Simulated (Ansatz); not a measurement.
# Optical response of NiSb (Breithauptite)

What colour and refractive index does NiSb (Breithauptite) have at this level of theory? The cell comes from an older database entry, whose edges can differ from later determinations, mostly by under a per cent.

Method: DFT, PBE, plane-wave PAW, default files, scalar-relativistic, independent-particle optical response without local fields, in Ansatz 0.2.0.

The database entry behind the starting cell differs from other determinations of this structure, so it need not match the best structure at room temperature.

### Step 1. The structure

Symmetry: P6_3/mmc, No. 194, hexagonal system. Conventional cell: a = 3.928 Å, b = 3.928 Å, c = 5.120 Å, α = 90.00°, β = 90.00°, γ = 120.00°. Nearest to Sb lie 6 Ni at 2.60 Å. Nearest to Ni lie 2 Ni at 2.56 Å and 6 Sb at 2.60 Å. Farther neighbours, and contacts between anions beyond the nearest, are not listed.

### Step 2. Ground state and bands

The self-consistent density comes first; it also tells whether there is a gap, which decides the occupations and the need for a Drude term.

This step: DFT, PBE, plane-wave PAW, default files, scalar-relativistic, ground state (Ansatz 0.2.0).

File input.yaml:

```yaml
crystal:
  lattice:
    - [3.928, 0.0, 0.0]
    - [-1.964, 3.4017477861, 0.0]
    - [0.0, 0.0, 5.12]
  atoms:
    - { symbol: Sb, position: [0.6666666667, 0.3333333333, 0.75] }
    - { symbol: Sb, position: [0.3333333333, 0.6666666667, 0.25] }
    - { symbol: Ni, position: [0.0, 0.0, 0.5] }
    - { symbol: Ni, position: [0.0, 0.0, 0.0] }
kpoints:
  mp_grid: { grid: [7, 7, 5] }
  band_path:
    path:
      - [[0.0, 0.0, 0.0], [0.5, 0.0, 0.0], [0.33333333, 0.33333333, 0.0], [0.0, 0.0, 0.0], [0.0, 0.0, 0.5], [0.5, 0.0, 0.5], [0.33333333, 0.33333333, 0.5], [0.0, 0.0, 0.5]]
      - [[0.5, 0.0, 0.5], [0.5, 0.0, 0.0]]
      - [[0.33333333, 0.33333333, 0.0], [0.33333333, 0.33333333, 0.5]]
    npoints: 6
scf:
  occupations: { method: fermi_dirac, width: 0.05 }
  n_extra_bands: 8
hamiltonian:
  xc: pbe
  pseudopotentials: { kind: paw }
output:
  forces: true
  stress: true
  populations: true
  write_bands: true
  write_density: true
  write_potential: true
  elf: true
  volumetric_format: npy
```

The run is started by

```console
$ ansatz run input.yaml --threads 4 --pin off --max-ram 8192MiB --backend cpu --events-out ev --progress --plain --runs-dir out
```

The program printed:

```text
scf.n_extra_bands = 8 over 33 filled bands (N_el = 66.0): the run solves 41 bands
Engine: ansatz 0.2.0, x86_64-unknown-linux-gnu
Pseudopotentials: kind: paw
Pseudopotential: Sb, paw, valence charge 15, recommended cutoff 420 eV (normal), Sb.paw.azcp
Pseudopotential: Ni, paw, valence charge 18, recommended cutoff 420 eV (normal), Ni.paw.azcp
Functional definition: PBE
  parameter kappa = 0.804
  parameter beta = 0.066725
  exchange = pbe_x(kappa = kappa, mu = beta*pi^2/3)
  correlation = pbe_c(beta = beta)
Crystal: 4 atoms, lattice volume = 68.414 Å³
Basis set: ecut = 420 eV, 1385 PW (Γ), exchange–correlation on 54×54×72 points (8 copies of the dense FFT grid, shifted against one another)
Bands: 41, of which v1, the nominal top of the filled ones, is band 33 counted from 1 (32 counted from 0)
Symmetry: 24 space group operations
Space group: P63/mmc (ITA 194), of the structure as read, at distance tolerance 4.1e-5 Å
k-points: 24 of 245
Non-local potential: Sb, projectors of the file, l = 0: 2, l = 1: 2, l = 2: 2, l = 3: 2
Non-local potential: Ni, projectors of the file, l = 0: 3, l = 1: 2, l = 2: 3, l = 3: 1
PAW form: soft (Blöchl's): semilocal exchange-correlation on the pseudo side does not see the compensation charge
PAW one-centre angular grid: Sb, 590 points (default); XC on 64 Gauss nodes
PAW one-centre angular grid: Ni, 590 points (default); XC on 64 Gauss nodes
Initial density: superposition of atomic densities (neutral atoms: chi_scale 0, normalization atom), corrected by the library's trained network
Initial wavefunctions: pseudopotential atomic-orbital guess
Functional: x = pbe(κ = 0.804, μ = 0.219515), c = pbe(β = 0.066725)
SCF iter   1: F=—  HF=-24649.442543 eV  |F-HF|=—  |Δ(HF+E_count)|=         —  Δρ=5.28e-3  dr2=1.03e-2  ethr=1.77e-3  ⟨swp⟩=6.5  Hψ=3967  notcnv=0  defer=6
preconditioner: auto → Kerker (q_TF=auto, 2.712 Å⁻¹)  [metal: Δε(μ)=0.076 eV  Ē_g=18.714 eV  σ=0.050 eV  W_gap=0.36  n_scr=22 (ndim 8)  ℏωp=31.7 eV  f_vac=0.006  D(μ)=1.43/eV (n_scr^D=8)]
SCF iter   2: F=—  HF=-24649.441473 eV  |F-HF|=—  |Δ(HF+E_count)|=   1.07e-3  Δρ=1.81e-3  dr2=1.36e-3  ethr=1.57e-5  ⟨swp⟩=2.0  Hψ=1730  notcnv=0  defer=17
SCF iter   3: F=—  HF=-24649.441424 eV  |F-HF|=—  |Δ(HF+E_count)|=   4.83e-5  Δρ=6.47e-4  dr2=3.15e-4  ethr=2.05e-6  ⟨swp⟩=1.1  Hψ=965  notcnv=0  defer=17
SCF iter   4: F=—  HF=-24649.441418 eV  |F-HF|=—  |Δ(HF+E_count)|=   6.55e-6  Δρ=1.35e-4  dr2=1.87e-5  ethr=4.77e-7  ⟨swp⟩=1.3  Hψ=970  notcnv=0  defer=17
SCF iter   5: F=—  HF=-24649.441414 eV  |F-HF|=—  |Δ(HF+E_count)|=   4.34e-6  Δρ=5.23e-5  dr2=1.14e-6  ethr=2.84e-8  ⟨swp⟩=2.0  Hψ=1273  notcnv=0  defer=17
SCF iter   6: F=-24649.441413 eV  HF=-24649.441413 eV  |F-HF|=4.69e-8  |Δ(HF+E_count)|=   1.26e-7  Δρ=1.02e-5  dr2=8.75e-8  ethr=1.52e-10  ⟨swp⟩=11.4  Hψ=7713  notcnv=0
SCF 1 converged in 6 iterations: F = -24649.441413 eV  dr2 = 8.75e-8
  greatest PAW one-centre occupation: 1.001 electrons in one spin orbital (limit 2), on the Ni atom at site 3 (counted from 0), in its partial waves of l = 1
NSCF: frozen V_eff on 57 k-points
SCF converged after 6 iterations
Free energy (F): -24649.441413 eV
Harris-Foulkes:  -24649.441413 eV  (|F-HF|=4.69e-8)
Internal energy: -24649.427361 eV  (E = F + TS)
E sigma→0 (E₀):  -24649.434387 eV
Entropy (-TS):   -0.014052 eV (-3.513 meV/atom)
Fermi energy:    15.310712 eV
--- Per-component energies (eV) ---
  E_band       = -861.621348
  E_kinetic    = 988.347686
  E_local      = -11074.040569  (includes V_loc(G=0)·N_el)
  E_nonlocal   = 2007.512976
  E_hartree    = 4846.760107
  E_xc         = -448.585543
  E_vxc        = -414.339127  (∫ρ·V_xc dr)
  E_paw        = -12423.013561  (= ΣΔE_a)
  E_vpaw       = -2062.606045  (= ΣTr[D̂ρ^β])
  E_aug_tail   = 0.000955  (compensation charges beyond the density's cutoff)
  E_ewald      = -8546.409412
  E_smearing   = -0.014052  (= −TS)
  E_closure    = -0.000000  (closes the sum)
  Σ components = -24649.441413   (vs F -24649.441413, Δ=0.00e0)
--- Forces (eV/Å), atoms counted from 1 ---
  atom   1  Sb    -0.00000000     0.00000000     0.00000000
  atom   2  Sb     0.00000000    -0.00000000    -0.00000000
  atom   3  Ni     0.00000000     0.00000000     0.00000000
  atom   4  Ni    -0.00000000     0.00000000     0.00000000
  max |Σ_I F_I| component: 6.94e-18 eV/Å
--- Stress (GPa, compression-positive) ---
        3.971395       0.000000       0.000000
       -0.000000       3.971395       0.000000
        0.000000       0.000000       3.511777
  P = ⅓ Tr σ = 3.8182 GPa (38.182 kbar)
--- Band table (eV; the first three rows and the last of 24) ---
  k-point 0: bands = [... 29 lower, 13.9883, 15.3031, 15.8919, 15.8919, 17.8172, 17.8172, 18.4611, 19.3607, ... 4 higher]
  k-point 1: bands = [... 29 lower, 13.7522, 15.1199, 16.3194, 16.3194, 17.7930, 17.7930, 18.2911, 18.8548, ... 4 higher]
  k-point 2: bands = [... 29 lower, 13.3907, 15.0941, 16.4090, 17.0854, 17.0854, 17.6199, 17.6199, 19.9023, ... 4 higher]
  k-point 23: bands = [... 29 lower, 13.4739, 13.8025, 13.8645, 14.0945, 14.3229, 18.4824, 19.4019, 21.9714, ... 4 higher]
--- Löwdin populations: 4 sites ---
  site symbol       q [e]
     0     Sb     15.1153
     1     Sb     15.1153
     2     Ni     17.6473
     3     Ni     17.6473
  spilling = 0.007195 (of n_electrons = 66.000000)
```

Run time: 2.7 s. Hardware: 4 threads of Intel Xeon Platinum 8488C (Sapphire Rapids), shared host; peak memory 0.48 GiB; 6.6 s of CPU time.

This run has no spin polarisation, although Ni can carry a moment.

Numbers from this step:

```
free energy         : -24649.4414 eV
Fermi energy        : 15.31 eV
electrons           : 66
symmetry operations : 24
pressure            : 3.818 GPa
volume              : 68.41 Å³
gap on the path     : 0 eV
```

There are states at the Fermi level within the smearing, so the occupations stay smeared and the carriers get a Drude term. The cell is left with a pressure of 3.8 GPa, as it stands unrelaxed at this level.

The electronic bands at the labelled points (eV, zero at the Fermi level; # counts the bands kept):

```tsv
point	#12	#13	#14	#15	#16	#17	#18	#19
Γ	-1.32	-0.01	0.58	0.58	2.51	2.51	3.15	4.05
halfway	-1.36	-1.32	-0.98	-0.32	0.86	2.56	3.67	4.20
M	-1.85	-1.59	-1.39	-1.31	-0.34	1.16	3.46	4.01
halfway	-1.60	-1.50	-1.38	-1.32	0.14	0.69	2.07	3.45
K	-1.61	-1.35	-1.35	-0.60	-0.60	0.68	0.68	2.87
halfway	-1.36	-1.32	-1.25	-0.39	1.82	2.04	2.23	4.43
Γ	-1.32	-0.01	0.58	0.58	2.51	2.51	3.15	4.05
halfway	-1.65	-0.26	1.20	1.20	2.46	2.46	2.53	3.75
A	-2.09	0.27	0.27	2.09	2.09	2.09	2.09	5.24
halfway	-2.04	-0.70	-0.70	0.95	0.95	1.32	1.32	4.61
L	-1.92	-1.81	-1.81	0.20	0.20	1.71	1.71	5.21
halfway	-1.93	-1.65	-1.65	-0.79	-0.79	3.38	3.38	5.85
H	-2.00	-1.40	-1.40	-1.28	-1.28	4.28	4.28	7.39
halfway	-2.01	-0.74	-0.74	-0.35	-0.35	2.41	2.41	5.57
A	-2.09	0.27	0.27	2.09	2.09	2.09	2.09	5.24
jump to L	-1.92	-1.81	-1.81	0.20	0.20	1.71	1.71	5.21
halfway	-1.82	-1.64	-1.50	-0.96	0.38	2.08	2.20	3.80
M	-1.85	-1.59	-1.39	-1.31	-0.34	1.16	3.46	4.01
jump to K	-1.61	-1.35	-1.35	-0.60	-0.60	0.68	0.68	2.87
halfway	-1.63	-1.40	-1.40	-1.05	-1.05	2.29	2.29	4.64
H	-2.00	-1.40	-1.40	-1.28	-1.28	4.28	4.28	7.39
```

ELF in the ac plane at fractional y = 0.000, with atoms of Ni within 0.2 Å of it. It is the smooth field of the valence electrons, not physical close to the nuclei.

Ten even steps from '0' (0.18) to '9' (0.68), each cell a mean:
```
75101233320025
32002443431012
00014443443100
00135433454310
11245433355311
00024443444100
21003444442001
64101333320025
96200222220037
75101233320025
32002443431012
00014443443100
00135433454310
11245433355311
00024443444100
21003444442001
64101333320025
96200222220037
```
Atoms in or near the plane, at fractional coordinates: Ni at (0.00, 0.50), Ni at (0.00, 0.00).

Electrostatic potential energy in the ac plane at fractional y = 0.000, with atoms of Ni within 0.2 Å of it. With pseudopotentials it is smooth inside the atoms' cores, unlike the true potential.

Ten even steps from '_' (-56 eV) to '@' (16 eV), each cell a mean:
```
__..==%%@@@@@@@@@@@@@@##--__
::==##@@@@@@@@@@@@@@@@%%++--
##%%@@@@@@@@@@@@@@@@@@@@%%##
@@@@@@@@@@@@@@%%@@@@@@@@@@@@
@@@@@@@@@@@@%%%%@@@@@@@@@@@@
%%%%@@@@@@@@@@@@@@@@@@@@@@%%
==++##@@@@@@@@@@@@@@@@@@##++
__..++%%@@@@@@@@@@@@@@##==..
____==%%@@@@@@@@@@@@@@##::__
__..==%%@@@@@@@@@@@@@@##--__
::==##@@@@@@@@@@@@@@@@%%++--
##%%@@@@@@@@@@@@@@@@@@@@%%##
@@@@@@@@@@@@@@%%@@@@@@@@@@@@
@@@@@@@@@@@@%%%%@@@@@@@@@@@@
%%%%@@@@@@@@@@@@@@@@@@@@@@%%
==++##@@@@@@@@@@@@@@@@@@##++
__..++%%@@@@@@@@@@@@@@##==..
____==%%@@@@@@@@@@@@@@##::__
```
Atoms in or near the plane, at fractional coordinates: Ni at (0.00, 0.50), Ni at (0.00, 0.00).

### Step 3. Spectrum

The spectrum is a sum over vertical transitions between filled and empty bands at the fixed density, so many empty bands are needed.

This step: DFT, PBE, plane-wave PAW, default files, scalar-relativistic, independent-particle optical response without local fields (Ansatz 0.2.0).

input.yaml, the sections that differ from step 2:

```yaml
kpoints:
  mp_grid: { grid: [9, 9, 6] }
scf:
  occupations: { method: fermi_dirac, width: 0.05 }
output:
  optics:
    e_range: [0, 20]
    de: 0.05
    sigma: 0.15
    drude_damping: 0.05
    nscf_kmesh: { grid: [12, 12, 7] }
    bands: { spectra_wanted_up_to: 20 }
# crystal, hamiltonian: as in step 2
```

The program printed:

```text
[...]
Crystal: 4 atoms, lattice volume = 68.414 Å³
Basis set: ecut = 420 eV, 1385 PW (Γ)
Bands: 40, of which v1, the nominal top of the filled ones, is band 33 counted from 1 (32 counted from 0)
Symmetry: 24 space group operations
[...]
k-points: 48 of 486
[...]
SCF iter   1: F=—  HF=-24649.442625 eV  |F-HF|=—  |Δ(HF+E_count)|=         —  Δρ=5.45e-3  dr2=1.27e-2  ethr=1.77e-3  ⟨swp⟩=6.5  Hψ=7640  notcnv=0  defer=2
[...]
SCF iter  10: F=-24649.441459 eV  HF=-24649.441459 eV  |F-HF|=7.28e-12  |Δ(HF+E_count)|=  2.55e-11  Δρ=8.58e-8  dr2=6.89e-12  ethr=1.00e-12  ⟨swp⟩=6.7  Hψ=6095  notcnv=0
SCF 1 converged in 10 iterations: F = -24649.441459 eV  dr2 = 6.89e-12
[...]
NSCF: frozen V_eff on 76 k-points
output.optics: what the bands over the 78 summed would add to eps1, eps2 and the energy-loss function is held between a lower and an upper bound (8 Lanczos steps). eps1, eps2 and their loss function (loss_summed_bands) are given on every row as the summed bands alone make them. Along an axis, on a row where the two bounds hold the loss function to about 1 % of the greater of itself and 0.5 % of |1/eps|, its cell (loss_completed) is given, with the completed eps1 and eps2 that it is formed of (a cell that is left empty reads nan in the table and null in the record). The two bounds hold it so along every axis on all 400 rows up to 20.000 eV. [rest of the remark cut]
SCF converged after 10 iterations
Free energy (F): -24649.441459 eV
[...]
Internal energy: -24649.426355 eV  (E = F + TS)
E sigma→0 (E₀):  -24649.433907 eV
Entropy (-TS):   -0.015104 eV (-3.776 meV/atom)
Fermi energy:    15.328709 eV
[...]
--- Band table (eV; the first three rows and the last of 48) ---
  k-point 0: bands = [... 29 lower, 13.9911, 15.3030, 15.8916, 15.8916, 17.8215, 17.8215, 18.4600, 19.3601, ... 3 higher]
  k-point 1: bands = [... 29 lower, 13.8142, 15.1666, 16.2045, 16.2045, 17.8062, 17.8062, 18.5671, 18.7368, ... 3 higher]
  k-point 2: bands = [... 29 lower, 13.5133, 15.0047, 16.8356, 16.8356, 17.0457, 17.7119, 17.7119, 19.4946, ... 3 higher]
  k-point 47: bands = [... 29 lower, 13.3135, 13.9148, 13.9148, 14.0386, 14.0386, 19.5952, 19.5952, 22.6980, ... 3 higher]
```

The job ended after 97 s (4 threads; peak memory 1.9 GiB).

Numbers from this step:

```
main peak of the optical conductivity above 1 eV, first axis : 3.589 eV
Drude plasma energy, first axis                              : 6.499 eV
bands summed                                                 : 78
spectra valid up to                                          : 31.96 eV
program's estimate of the k-sum error in Im epsilon          : 0.23 %
electrons in the f-sum                                       : 34.89
```

Im ε against photon energy; read off at these points:

```tsv
photon energy (eV)	E ∥ x or y	E ∥ z
0.5	91.6	46.1
1.0	38.1	22.1
1.5	24.5	21.7
2.0	14.8	11.7
2.5	10.8	5.92
3.0	17.6	17.1
3.5	17.3	20.2
4.0	11.8	15.6
4.5	8.53	11.7
5.0	7.35	11.0
5.5	6.78	7.20
6.0	5.11	4.66
6.5	4.53	5.34
7.0	5.12	5.60
7.5	4.76	5.24
8.0	4.22	4.30
8.5	4.20	2.67
9.0	3.33	1.96
9.5	2.77	2.02
10.0	2.30	1.94
10.5	2.03	2.27
11.0	1.75	1.95
11.5	1.53	1.64
12.0	1.30	1.34
12.5	1.06	1.20
13.0	0.992	1.12
13.5	0.950	1.12
14.0	0.887	0.996
14.5	0.788	0.945
15.0	0.768	0.910
15.5	0.708	0.848
16.0	0.636	0.805
16.5	0.595	0.712
17.0	0.602	0.768
17.5	0.602	0.663
18.0	0.559	0.581
18.5	0.508	0.644
19.0	0.433	0.598
19.5	0.415	0.547
20.0	0.414	0.461
```

Re ε against photon energy:

```tsv
photon energy (eV)	E ∥ x or y	E ∥ z
0.5	-145	-121
1.0	-35.3	-17.7
1.5	-18.5	-7.32
2.0	-10.2	-5.05
2.5	-0.543	3.97
3.0	1.09	10.7
3.5	-2.98	2.85
4.0	-7.04	-4.40
4.5	-5.16	-4.73
5.0	-3.21	-4.21
5.5	-3.34	-5.33
6.0	-3.68	-3.66
6.5	-1.90	-1.64
7.0	-1.46	-1.99
7.5	-1.88	-2.67
8.0	-1.93	-3.66
8.5	-2.26	-3.01
9.0	-2.33	-1.98
9.5	-2.26	-1.51
10.0	-2.00	-1.13
10.5	-1.69	-0.926
11.0	-1.55	-1.18
11.5	-1.41	-1.23
12.0	-1.22	-0.957
12.5	-0.985	-0.740
13.0	-0.743	-0.555
13.5	-0.617	-0.462
14.0	-0.511	-0.384
14.5	-0.394	-0.266
15.0	-0.268	-0.212
15.5	-0.238	-0.144
16.0	-0.131	-0.0857
16.5	-0.0207	0.0181
17.0	0.0452	0.0128
17.5	0.0881	0.0167
18.0	0.0891	0.133
18.5	0.124	0.187
19.0	0.187	0.146
19.5	0.275	0.182
20.0	0.286	0.175
```

The refractive index n and extinction k by photon energy:

```tsv
photon energy (eV)	n, E ∥ x or y	k, E ∥ x or y	n, E ∥ z	k, E ∥ z
1	2.88	6.60	2.30	4.80
2	1.97	3.75	1.96	2.98
3	3.06	2.88	3.92	2.18
4	1.83	3.22	2.43	3.21
5	1.55	2.37	1.94	2.83
6	1.14	2.23	1.07	2.19
7	1.39	1.84	1.41	1.99
8	1.16	1.81	0.998	2.16
9	0.931	1.79	0.634	1.54
10	0.723	1.59	0.747	1.30
11	0.628	1.39	0.741	1.31
12	0.530	1.23	0.587	1.14
13	0.498	0.996	0.588	0.949
14	0.506	0.876	0.585	0.852
15	0.522	0.735	0.601	0.757
16	0.509	0.624	0.601	0.669
17	0.569	0.528	0.625	0.615
18	0.572	0.488	0.604	0.481
19	0.574	0.378	0.617	0.485
20	0.628	0.330	0.578	0.399
```

Values under 1 per cm are given as 1. Absorption coefficient against photon energy:

```tsv
photon energy (eV)	E ∥ x or y (1/cm)	E ∥ z (1/cm)
0.500	6.4e5	5.7e5
1.000	6.7e5	4.9e5
1.500	7.5e5	5.9e5
2.000	7.6e5	6.0e5
2.500	6.0e5	3.2e5
3.000	8.7e5	6.6e5
3.500	1.1e6	1.0e6
4.000	1.3e6	1.3e6
4.500	1.3e6	1.3e6
5.000	1.2e6	1.4e6
5.500	1.3e6	1.5e6
6.000	1.4e6	1.3e6
6.500	1.2e6	1.3e6
7.000	1.3e6	1.4e6
7.500	1.4e6	1.6e6
8.000	1.5e6	1.7e6
8.500	1.6e6	1.6e6
9.000	1.6e6	1.4e6
9.500	1.6e6	1.4e6
10.000	1.6e6	1.3e6
10.500	1.6e6	1.4e6
11.000	1.6e6	1.5e6
11.500	1.5e6	1.5e6
12.000	1.5e6	1.4e6
12.500	1.4e6	1.3e6
13.000	1.3e6	1.3e6
13.500	1.3e6	1.3e6
14.000	1.2e6	1.2e6
14.500	1.2e6	1.2e6
15.000	1.1e6	1.2e6
15.500	1.1e6	1.1e6
16.000	1.0e6	1.1e6
16.500	9.3e5	9.9e5
17.000	9.1e5	1.1e6
17.500	9.1e5	1.0e6
18.000	8.9e5	8.8e5
18.500	8.4e5	9.2e5
19.000	7.3e5	9.3e5
19.500	6.6e5	8.8e5
20.000	6.7e5	8.1e5
```

The loss function −Im 1/ε at q → 0 has structure finer than the step of the table below, so its rows give means over 1 eV. Peaks (eV: height): E ∥ x or y 18.9: 1.97.

Loss function −Im 1/ε at q → 0 against energy loss; means over each step:

```tsv
energy loss (eV)	E ∥ x or y	E ∥ z
1	0.0140	0.0242
2	0.0531	0.0835
3	0.0641	0.0510
4	0.0660	0.0588
5	0.108	0.0818
6	0.143	0.138
7	0.185	0.158
8	0.189	0.146
9	0.199	0.244
10	0.252	0.378
11	0.320	0.370
12	0.415	0.495
13	0.636	0.706
14	0.859	0.871
15	1.15	1.06
16	1.50	1.26
17	1.65	1.35
18	1.73	1.56
19	1.88	1.57
```

Optical constants at common wavelengths, from n + ik = √ε:

```tsv
wavelength (nm)	n xy	k xy	R (%) xy	1/α xy	n z	k z	R (%) z	1/α z
1550	2.79	8.049	85.9	15 nm	1.81	6.466	85.4	19 nm
1064	2.78	5.910	77.4	14 nm	2.65	4.291	66.6	20 nm
633	2.02	3.859	66.3	13 nm	2.02	3.094	56.8	16 nm
532	1.98	2.776	52.2	15 nm	1.90	1.878	36.4	23 nm
450	2.99	2.389	44.7	15 nm	3.56	1.248	36.3	29 nm
405	2.99	2.952	51.4	11 nm	3.85	2.333	46.9	14 nm
193	1.21	1.852	41.9	8.3 nm	1.38	1.864	39.6	8.2 nm
```

In reflection the computed colour is orange: x = 0.351, y = 0.346, luminous reflectivity 52 %.

### Step 4. Results

```
gap on the path                                              : 0 eV
main peak of the optical conductivity above 1 eV, first axis : 3.59 eV
Drude plasma energy, first axis                              : 6.50 eV
```

**Reading.** At this level (PBE, independent particles) NiSb is a metal with a Drude plasma energy of 6.5 eV along x, 6.5 eV along y and 6.0 eV along z; it reflects 56 % at 550 nm. Along x the bare Drude plasma energy is 6.5 eV; Re ε first rises through zero at 2.53 eV, far lower, because interband transitions screen the carriers. Im ε is 11 there, so the loss peak at that energy is weak. In reflection the computed colour is orange: x = 0.351, y = 0.346, luminous reflectivity 52 %. In the base run ε includes the program's bounded estimate of what the bands above those summed add. The carriers' damping of 0.05 eV is typed, not computed; at 0.8 eV the carriers give 9 % of Im ε, the rest is interband. The run has no spin polarisation; magnetic order or correlation, untested here, could change the spectrum. Spin-orbit coupling is left out although heavy atoms are present. The Fermi-Dirac width of 0.05 eV acts as an electron temperature of 580 K in the carriers' term. Not shown from this task: 1 step that ran out of time.

[Long decimals in the printed logs are rounded to 6 places.]

[Logs are printed without paths, hosts, clocks, repeated set-up lines and the standing remarks that a program may print on its own settings, such as how far it seeks lower states.]

[Hosts, paths, dates, database ids (printed as entryN), source tags and the programs' standing remarks are cut or masked in the printed files.]

[Where the starting crystal was built by hand or by swapping elements, it need not be the compound's stable phase.]

[The count of steps not shown may lack steps that the program refused or didn't finish.]
